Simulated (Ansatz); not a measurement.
# Localised basis functions on twisted Ti2CO2 MXene bilayer, 38.21° (70 atoms), part 2 of 3

Aim: test how closely localised support functions follow the reference on twisted Ti2CO2 MXene bilayer, 38.21° (70 atoms), and at what cost. A setting counts as converged where the r.m.s. difference of forces stays under 1 % of the r.m.s. force.

Ansatz 0.2.0; Kohn-Sham DFT, PBE+D4, PAW (set soft_2), plane waves.

The cell: 14 C, 28 Ti and 28 O. Beside vacuum, support functions can miss their usual error bounds without a warning. The main run has no spin polarisation.

So far. Step 3 (Support functions medium): Forces differ from the reference by 0.86 meV/Å r.m.s., 0.49 % of their size, within a tolerance of 1 %; the energy by -4.4 meV/atom. Step 4 (Support functions low): Forces differ from the reference by 0.87 meV/Å r.m.s., 0.49 % of their size, within a tolerance of 1 %; the energy by -4.4 meV/atom.

## 5. Support functions medium, spacing 0.33 Å

The grid spacing sets how fine a wave the support functions can hold. The typed value is an upper bound: the grid laid has 30×30×90 points, 0.267 Å apart at most. Besides, the program derives a nominal cutoff of 464 eV for this run, against the reference's 420.

This step: Kohn-Sham DFT, PBE+D4, PAW (set soft_2), localised support functions (medium) (Ansatz 0.2.0).

input.yaml reads:

```yaml
crystal:
  lattice:
    - [8.0166, 0.0, 0.0]
    - [-4.0083, 6.94258, 0.0]
    - [0.0, 0.0, 23.8]
  atoms:
    [... the 70 atom lines of step 2 ...]
kpoints:
  mp_grid: { grid: [3, 3, 1] }
hamiltonian:
  xc: pbe
  dispersion: d4
scf:
  occupations: { method: gaussian, width: 0.05 }
  eigensolver: { kind: { support_functions: { accuracy: medium, spacing: 0.33 } } }
  mixing: { beta: 0.2 }
  max_iter: 150
output:
  forces: true
```

Launch:

```console
> ansatz run input.yaml --threads 4 --pin off --max-ram 8192MiB --backend cpu --events-out ev --progress --plain --runs-dir out
```

Standard output:

```text
Warning: scf.eigensolver.kind.support_functions: disabling space-group detection — the functions' gradient is summed over unrotated k-points, so no spatial operation reduces the k-mesh or symmetrises the density; time reversal is kept, so that k and −k are solved as one point where they differ and the mesh holds both, and exact exchange and, on two spinor components, a DFT+U term hold to it where the run has them: [...]
Warning: basis.ecutwfc = 464 eV, auto-derived: no grid that the accuracy of the support functions lays serves the files at the lower one that their records recommend; a deck with other species or settings can derive another value
settings of this run that can trade accuracy for cost: scf.eigensolver.kind.support_functions [...]
Engine: ansatz 0.2.0, aarch64-unknown-linux-gnu
Pseudopotentials: kind: paw
Pseudopotential: C, paw, valence charge 4, recommended cutoff 420 eV (normal), C.paw.azcp
Pseudopotential: Ti, paw, valence charge 12, recommended cutoff 420 eV (normal), Ti.paw.azcp
Pseudopotential: O, paw, valence charge 6, recommended cutoff 420 eV (normal), O.paw.azcp
[... 5 lines on functional and potentials left out ...]
Crystal: 70 atoms, lattice volume = 1324.610 Å³
Basis set: ecut = 464 eV, 30053 PW (Γ), exchange–correlation on 120×120×360 points (8 copies of the dense FFT grid, shifted against one another)
Bands: 336, of which v1, the nominal top of the filled ones, is band 280 counted from 1 (279 counted from 0)
Symmetry: 1 space group operations
k-points: 5 of 9 (time reversal used)
[... 7 lines on functional and potentials left out ...]
Initial density: superposition of atomic densities (neutral atoms: chi_scale 0, normalization atom)
Initial wavefunctions: pseudopotential atomic-orbital guess
Eigensolver: Support functions (medium, 30×30×90 points, laid for a spacing of at most 0.330000 Å, radius 3.577741 Å, 29 sites without an atom, 3 species' potentials softened for the grid, 3 wholly corrected for its errors in the mean over positions, 3 with the egg-box correction, energy correction by stochastic trace)
Functional: x = pbe(κ = 0.804, μ = 0.219515), c = pbe(β = 0.066725)
SCF iter   1: F=—  HF=-89558.994600 eV  |F-HF|=—  |Δ(HF+E_count)|=         —  Δρ=1.64e-1  dr2=4.33e2  ethr=1.00e-1
preconditioner: auto → Resta (q_TF=auto, 2.364 Å⁻¹)  ε∞=12.5  [insulator: Δε(μ)=2.823 eV  Ē_g=11.006 eV  σ=0.050 eV  W_gap=1.00  n_scr=262 (ndim 8)  ℏωp=18.7 eV  f_vac=0.391  D(μ)=0.00/eV (n_scr^D=0)  ε∞_Penn≈3.9  vacuum switching on, ρ_ref=2.2e-3 e/Å³]
SCF iter   2: F=—  HF=-89509.938420 eV  |F-HF|=—  |Δ(HF+E_count)|=    4.91e1  Δρ=9.15e-2  dr2=1.51e2  ethr=7.72e-2
SCF iter   3: F=—  HF=-89489.579139 eV  |F-HF|=—  |Δ(HF+E_count)|=    2.04e1  Δρ=5.10e-2  dr2=5.34e1  ethr=2.69e-2  κ⁻¹=1.0e0(r=1)
SCF iter   4: F=—  HF=-89481.861709 eV  |F-HF|=—  |Δ(HF+E_count)|=    7.72e0  Δρ=2.62e-2  dr2=1.46e1  ethr=9.53e-3  κ⁻¹=1.5e-3(r=2)
SCF iter   5: F=—  HF=-89481.000886 eV  |F-HF|=—  |Δ(HF+E_count)|=   8.61e-1  Δρ=1.65e-2  dr2=7.30e0  ethr=2.62e-3  κ⁻¹=6.2e-4(r=3)
SCF iter   6: F=—  HF=-89480.052420 eV  |F-HF|=—  |Δ(HF+E_count)|=   9.48e-1  Δρ=1.11e-2  dr2=3.38e0  ethr=1.30e-3  κ⁻¹=2.1e-4(r=4)
SCF iter   7: F=—  HF=-89479.518190 eV  |F-HF|=—  |Δ(HF+E_count)|=   5.34e-1  Δρ=6.51e-3  dr2=7.39e-1  ethr=6.03e-4  κ⁻¹=2.6e-5(r=5)
SCF iter   8: F=—  HF=-89479.527747 eV  |F-HF|=—  |Δ(HF+E_count)|=   9.56e-3  Δρ=5.97e-3  dr2=5.92e-1  ethr=1.32e-4  κ⁻¹=2.3e-5(r=6)
SCF iter   9: F=—  HF=-89479.698516 eV  |F-HF|=—  |Δ(HF+E_count)|=   1.71e-1  Δρ=2.54e-3  dr2=1.19e-1  ethr=1.06e-4  κ⁻¹=7.3e-7(r=7)
SCF iter  10: F=—  HF=-89479.696210 eV  |F-HF|=—  |Δ(HF+E_count)|=   2.31e-3  Δρ=2.20e-3  dr2=5.66e-2  ethr=2.12e-5  κ⁻¹=2.4e-6(r=7)
SCF iter  11: F=—  HF=-89479.700893 eV  |F-HF|=—  |Δ(HF+E_count)|=   4.68e-3  Δρ=1.10e-3  dr2=2.16e-2  ethr=1.01e-5  κ⁻¹=4.9e-6(r=7)
SCF iter  12: F=—  HF=-89479.704456 eV  |F-HF|=—  |Δ(HF+E_count)|=   3.56e-3  Δρ=7.02e-4  dr2=7.86e-3  ethr=3.86e-6  κ⁻¹=2.4e-5(r=7)
SCF iter  13: F=—  HF=-89479.705641 eV  |F-HF|=—  |Δ(HF+E_count)|=   1.18e-3  Δρ=4.63e-4  dr2=2.94e-3  ethr=1.40e-6  κ⁻¹=2.2e-5(r=7)
SCF iter  14: F=—  HF=-89479.706663 eV  |F-HF|=—  |Δ(HF+E_count)|=   1.02e-3  Δρ=2.71e-4  dr2=7.88e-4  ethr=5.26e-7  κ⁻¹=3.4e-5(r=7)
SCF iter  15: F=—  HF=-89479.707792 eV  |F-HF|=—  |Δ(HF+E_count)|=   1.13e-3  Δρ=2.24e-4  dr2=5.20e-4  ethr=1.41e-7  κ⁻¹=3.7e-5(r=7)
```

Run time: 2.3 min. Hardware: 4 threads of Arm Neoverse V1, shared host; peak memory 2.8 GiB; 8.6 min of CPU time.

Residual by cycle:

cycle, log10 residual and a bar from the least value:
```
        1        2.6 ##############################
        2        2.2 ############################
        4        1.2 #######################
        5        0.9 #####################
        6        0.5 ###################
        7       -0.1 ################
        9       -0.9 ############
       10       -1.2 ##########
       11       -1.7 ########
       12       -2.1 ######
       14       -3.1 #
       15       -3.3
```

The run was cut off at its time limit.

After 15 cycles the residual stands at 5.2e-4.

The session had allowed this step about 2.3 min.

## 6. Support functions medium, spacing 0.275 Å

The grid spacing sets how fine a wave the support functions can hold. The typed value is an upper bound, and the grid laid (30×30×90 points) is that of the run with spacing 0.33 Å. Besides, the program derives a nominal cutoff of 464 eV for this run, against the reference's 420.

input.yaml, the sections that differ from step 5:

```yaml
scf:
  occupations: { method: gaussian, width: 0.05 }
  eigensolver: { kind: { support_functions: { accuracy: medium, spacing: 0.275 } } }
  mixing: { beta: 0.2 }
  max_iter: 150
# crystal, kpoints, hamiltonian, output: as in step 5
```

Standard output:

```text
[...]
Crystal: 70 atoms, lattice volume = 1324.610 Å³
Basis set: ecut = 464 eV, 30053 PW (Γ), exchange–correlation on 120×120×360 points (8 copies of the dense FFT grid, shifted against one another)
Bands: 336, of which v1, the nominal top of the filled ones, is band 280 counted from 1 (279 counted from 0)
Symmetry: 1 space group operations
k-points: 5 of 9 (time reversal used)
[...]
SCF iter   1: F=—  HF=-89558.704712 eV  |F-HF|=—  |Δ(HF+E_count)|=         —  Δρ=1.64e-1  dr2=4.32e2  ethr=1.00e-1
[...]
SCF iter  22: F=-89479.578307 eV  HF=-89479.578307 eV  |F-HF|=1.25e-7  |Δ(HF+E_count)|=   4.17e-7  Δρ=5.03e-6  dr2=3.31e-7  ethr=3.35e-10
SCF 1 converged in 22 iterations: F = -89479.589882 eV  dr2 = 3.31e-7
[...]
SCF converged after 22 iterations
[...]
Free energy (F): -89479.589882 eV
[...]
Internal energy: -89479.589882 eV  (E = F + TS)
E sigma→0 (E₀):  -89479.589882 eV
Entropy (-TS):   -0.000000 eV (-0.000 meV/atom)
Fermi energy:    4.356159 eV
[...]
--- Forces (eV/Å), atoms counted from 1 ---
  atom   1  C      0.33321464     0.08144535    -0.08722546
  atom   2  Ti     0.16270140    -0.08669664     0.03635390
  atom   3  Ti    -0.09922298    -0.07316150     0.09334867
  atom   4  O     -0.08339933    -0.16757897    -0.20906005
  atom   5  O     -0.12240173     0.00891457     0.25273683
  atom   6  C      0.36591467    -0.33375705     0.01273803
  atom   7  Ti    -0.11900147     0.37259244     0.03906051
  atom   8  Ti    -0.06748123     0.30328888    -0.05478003
  atom   9  O      0.14233193     0.09727754    -0.06049114
  atom  10  O      0.08243122     0.03746716     0.36609107
  atom  11  C     -0.12996986     0.01564218     0.05305464
  atom  12  Ti     0.31555122    -0.08747666     0.19003500
  atom  13  Ti     0.28782955    -0.24675383     0.03227743
  atom  14  O      0.10061636    -0.07282471    -0.45383816
[...]
atom  69  O     -0.14848253     0.13015490    -0.21712823
  atom  70  O      0.05325727    -0.01912152    -0.01994597
  max |Σ_I F_I| component: 3.30e-2 eV/Å
--- Band table (eV; the first three rows and the last of 5) ---
[...]
```

Run time: 3.2 min. Hardware: 4 threads; peak memory 2.8 GiB; 12 min of CPU time.

The program notes that the grid leaves an egg-box force.

Forces differ from the reference by 8.7 meV/Å r.m.s., 5.0 % of their size, over a tolerance of 1 %; the energy by -12 meV/atom. The setting is coarser than the default on purpose.

## 7. Support functions medium, spacing 0.238 Å

The grid spacing sets how fine a wave the support functions can hold. The typed value is an upper bound: the grid laid has 36×36×108 points, 0.223 Å apart at most. Besides, the program derives a nominal cutoff of 464 eV for this run, against the reference's 420.

input.yaml, the sections that differ from step 6:

```yaml
scf:
  occupations: { method: gaussian, width: 0.05 }
  eigensolver: { kind: { support_functions: { accuracy: medium, spacing: 0.238 } } }
  mixing: { beta: 0.2 }
  max_iter: 150
# crystal, kpoints, hamiltonian, output: as in step 6
```

Standard output:

```text
[...]
Crystal: 70 atoms, lattice volume = 1324.610 Å³
Basis set: ecut = 464 eV, 30053 PW (Γ), exchange–correlation on 120×120×360 points (8 copies of the dense FFT grid, shifted against one another)
Bands: 336, of which v1, the nominal top of the filled ones, is band 280 counted from 1 (279 counted from 0)
Symmetry: 1 space group operations
k-points: 5 of 9 (time reversal used)
[...]
SCF iter   1: F=—  HF=-89559.999233 eV  |F-HF|=—  |Δ(HF+E_count)|=         —  Δρ=1.64e-1  dr2=4.33e2  ethr=1.00e-1
[...]
SCF iter  21: F=-89479.148451 eV  HF=-89479.148451 eV  |F-HF|=3.24e-7  |Δ(HF+E_count)|=  7.13e-10  Δρ=9.83e-6  dr2=1.14e-6  ethr=5.63e-10
SCF 1 converged in 21 iterations: F = -89479.160532 eV  dr2 = 1.14e-6
[...]
SCF converged after 21 iterations
[...]
Free energy (F): -89479.160532 eV
[...]
Internal energy: -89479.160532 eV  (E = F + TS)
E sigma→0 (E₀):  -89479.160532 eV
Entropy (-TS):   -0.000000 eV (-0.000 meV/atom)
Fermi energy:    4.355713 eV
[...]
--- Forces (eV/Å), atoms counted from 1 ---
  atom   1  C      0.33357508     0.08187438    -0.08829381
  atom   2  Ti     0.16137036    -0.08761663     0.03408381
  atom   3  Ti    -0.10073421    -0.07017131     0.07747851
  atom   4  O     -0.07720678    -0.17245380    -0.21688220
  atom   5  O     -0.11521170     0.00406077     0.27804223
  atom   6  C      0.36451062    -0.33341925     0.01255346
  atom   7  Ti    -0.11783976     0.36976412     0.03025801
  atom   8  Ti    -0.06628679     0.30435631    -0.07100172
  atom   9  O      0.13352002     0.10032427    -0.07169000
  atom  10  O      0.08271366     0.03667737     0.38808322
  atom  11  C     -0.12941616     0.01700966     0.05271275
  atom  12  Ti     0.31724495    -0.08837969     0.18271588
  atom  13  Ti     0.28652401    -0.24426056     0.01889408
  atom  14  O      0.10354337    -0.07382090    -0.45557300
[...]
atom  69  O     -0.14292953     0.12808427    -0.24111469
  atom  70  O      0.05091969    -0.01767652    -0.01087498
  max |Σ_I F_I| component: 2.10e-3 eV/Å
--- Band table (eV; the first three rows and the last of 5) ---
[...]
```

It took 3.6 min on 4 threads; peak memory 3.3 GiB.

Forces differ from the reference by 1.2 meV/Å r.m.s., 0.66 % of their size, within a tolerance of 1 %; the energy by -5.8 meV/atom. The setting is coarser than the default on purpose.

## 8. Support functions medium, spacing 0.211 Å

The grid spacing sets how fine a wave the support functions can hold. The typed value is an upper bound: the grid laid has 48×48×120 points, 0.198 Å apart at most. Besides, the program derives a nominal cutoff of 464 eV for this run, against the reference's 420.

input.yaml, the sections that differ from step 7:

```yaml
scf:
  occupations: { method: gaussian, width: 0.05 }
  eigensolver: { kind: { support_functions: { accuracy: medium, spacing: 0.211 } } }
  mixing: { beta: 0.2 }
  max_iter: 150
# crystal, kpoints, hamiltonian, output: as in step 7
```

Standard output:

```text
[...]
Crystal: 70 atoms, lattice volume = 1324.610 Å³
Basis set: ecut = 464 eV, 30053 PW (Γ), exchange–correlation on 120×120×360 points (8 copies of the dense FFT grid, shifted against one another)
Bands: 336, of which v1, the nominal top of the filled ones, is band 280 counted from 1 (279 counted from 0)
Symmetry: 1 space group operations
k-points: 5 of 9 (time reversal used)
[...]
SCF iter   1: F=—  HF=-89560.439502 eV  |F-HF|=—  |Δ(HF+E_count)|=         —  Δρ=1.64e-1  dr2=4.33e2  ethr=1.00e-1
[...]
SCF iter  21: F=—  HF=-89479.061952 eV  |F-HF|=—  |Δ(HF+E_count)|=   6.88e-8  Δρ=8.74e-6  dr2=1.47e-6  ethr=5.32e-10  κ⁻¹=1.7e-4(r=7)
SCF iter  22: F=-89479.061951 eV  HF=-89479.061952 eV  |F-HF|=1.71e-7  |Δ(HF+E_count)|=   7.87e-7  Δρ=5.65e-6  dr2=3.54e-7  ethr=2.62e-10
SCF 1 converged in 22 iterations: F = -89479.073113 eV  dr2 = 3.54e-7
[...]
SCF converged after 22 iterations
[...]
Free energy (F): -89479.073113 eV
[...]
Internal energy: -89479.073113 eV  (E = F + TS)
E sigma→0 (E₀):  -89479.073113 eV
Entropy (-TS):   -0.000000 eV (-0.000 meV/atom)
Fermi energy:    4.355714 eV
[...]
Σ components = -89479.073113   (vs F -89479.073113, Δ=0.00e0)
--- Forces (eV/Å), atoms counted from 1 ---
  atom   1  C      0.33350780     0.08184514    -0.08865556
  atom   2  Ti     0.16147571    -0.08757620     0.03524144
  atom   3  Ti    -0.10061367    -0.06965376     0.07740719
  atom   4  O     -0.07672804    -0.17201721    -0.21796392
[...]
atom  70  O      0.05107283    -0.01747537    -0.01026212
  max |Σ_I F_I| component: 1.54e-3 eV/Å
--- Band table (eV; the first three rows and the last of 5) ---
[...]
```

It took 5.2 min on 4 threads; peak memory 4.7 GiB; 20 min of CPU time.

Keys that differ from the reference: support_functions.accuracy = "medium", support_functions.spacing = 0.211, scf.max_iter = 150 and scf.mixing.beta = 0.2.

Forces differ from the reference by 0.93 meV/Å r.m.s., 0.53 % of their size, within a tolerance of 1 %; the energy by -4.5 meV/atom.

## 9. Support functions medium, spacing 0.165 Å

The grid spacing sets how fine a wave the support functions can hold. The typed value is an upper bound: the grid laid has 54×54×150 points, 0.159 Å apart at most. Besides, the program derives a nominal cutoff of 464 eV for this run, against the reference's 420.

input.yaml, the sections that differ from step 8:

```yaml
scf:
  occupations: { method: gaussian, width: 0.05 }
  eigensolver: { kind: { support_functions: { accuracy: medium, spacing: 0.165 } } }
  mixing: { beta: 0.2 }
  max_iter: 150
# crystal, kpoints, hamiltonian, output: as in step 8
```

Standard output:

```text
[...]
Crystal: 70 atoms, lattice volume = 1324.610 Å³
Basis set: ecut = 464 eV, 30053 PW (Γ), exchange–correlation on 144×144×384 points (8 copies of the dense FFT grid, shifted against one another)
Bands: 336, of which v1, the nominal top of the filled ones, is band 280 counted from 1 (279 counted from 0)
Symmetry: 1 space group operations
k-points: 5 of 9 (time reversal used)
[...]
SCF iter   1: F=—  HF=-89560.605778 eV  |F-HF|=—  |Δ(HF+E_count)|=         —  Δρ=1.64e-1  dr2=4.33e2  ethr=1.00e-1
[...]
SCF iter  21: F=—  HF=-89479.054530 eV  |F-HF|=—  |Δ(HF+E_count)|=   2.63e-6  Δρ=1.53e-5  dr2=2.47e-6  ethr=7.95e-10  κ⁻¹=3.1e-5(r=7)
SCF iter  22: F=-89479.054528 eV  HF=-89479.054529 eV  |F-HF|=3.55e-7  |Δ(HF+E_count)|=   1.65e-6  Δρ=6.11e-6  dr2=6.23e-7  ethr=4.41e-10
SCF 1 converged in 22 iterations: F = -89479.065419 eV  dr2 = 6.23e-7
[...]
SCF converged after 22 iterations
[...]
Free energy (F): -89479.065419 eV
[...]
Internal energy: -89479.065419 eV  (E = F + TS)
E sigma→0 (E₀):  -89479.065419 eV
Entropy (-TS):   -0.000000 eV (-0.000 meV/atom)
Fermi energy:    4.355546 eV
[...]
Σ components = -89479.065419   (vs F -89479.065419, Δ=0.00e0)
--- Forces (eV/Å), atoms counted from 1 ---
  atom   1  C      0.33349451     0.08183898    -0.08832182
  atom   2  Ti     0.16149854    -0.08744965     0.03620753
  atom   3  Ti    -0.10040201    -0.06944668     0.07721063
  atom   4  O     -0.07674585    -0.17168381    -0.21790507
[...]
atom  70  O      0.05099540    -0.01751250    -0.00989168
  max |Σ_I F_I| component: 1.27e-3 eV/Å
--- Band table (eV; the first three rows and the last of 5) ---
[...]
```

Wall time 6.2 min (4 threads); peak memory 5.5 GiB.

Keys that differ from the reference: support_functions.accuracy = "medium", support_functions.spacing = 0.165, scf.max_iter = 150 and scf.mixing.beta = 0.2.

Forces differ from the reference by 0.78 meV/Å r.m.s., 0.44 % of their size, within a tolerance of 1 %; the energy by -4.4 meV/atom. It took roughly 1.5 times the reference's time (one timing each, with unlike analyses asked), in 22 cycles against 13.

## 10. Cost against change

Each row is set against the plane-wave reference (Kohn-Sham DFT, PBE+D4, PAW (set soft_2), plane waves; r.m.s. force component 0.176 eV/Å). Energies are set beside the reference only for runs with its functional, potentials and electron count. Times are for 4 threads of Arm Neoverse V1, shared host. The reference's time includes the DOS and grids, which some other runs skip.

```
                                      run  Δ force, r.m.s. (meV/Å)  share of r.m.s. force (%)  Δ energy (meV/atom)  Δ gap (eV)  cycles     time  host memory (GiB)
                                reference                        -                          -                    -           -      13    4 min                5.1
                 support functions medium                    0.859                      0.487                -4.36      4.0e-4      22  5.1 min                4.7
                    support functions low                    0.868                      0.492                -4.36      7.0e-4      19  4.7 min                4.6
support functions medium, spacing 0.275 Å                     8.73                       4.95                -11.9           0      22  3.2 min                2.8
support functions medium, spacing 0.238 Å                     1.16                      0.656                -5.78      5.0e-4      21  3.6 min                3.3
support functions medium, spacing 0.211 Å                    0.929                      0.527                -4.53      6.0e-4      22  5.2 min                4.7
support functions medium, spacing 0.165 Å                    0.783                      0.444                -4.42      6.0e-4      22  6.2 min                5.5
```

(Part 2 of 3 ends here.)

[Long decimals in the printed logs are rounded to 6 places.]

[Logs are printed without paths, hosts, clocks, repeated set-up lines and the standing remarks that a program may print on its own settings, such as how far it seeks lower states.]

[Hosts, paths, dates, database ids (printed as entryN), source tags and the programs' standing remarks are cut or masked in the printed files.]
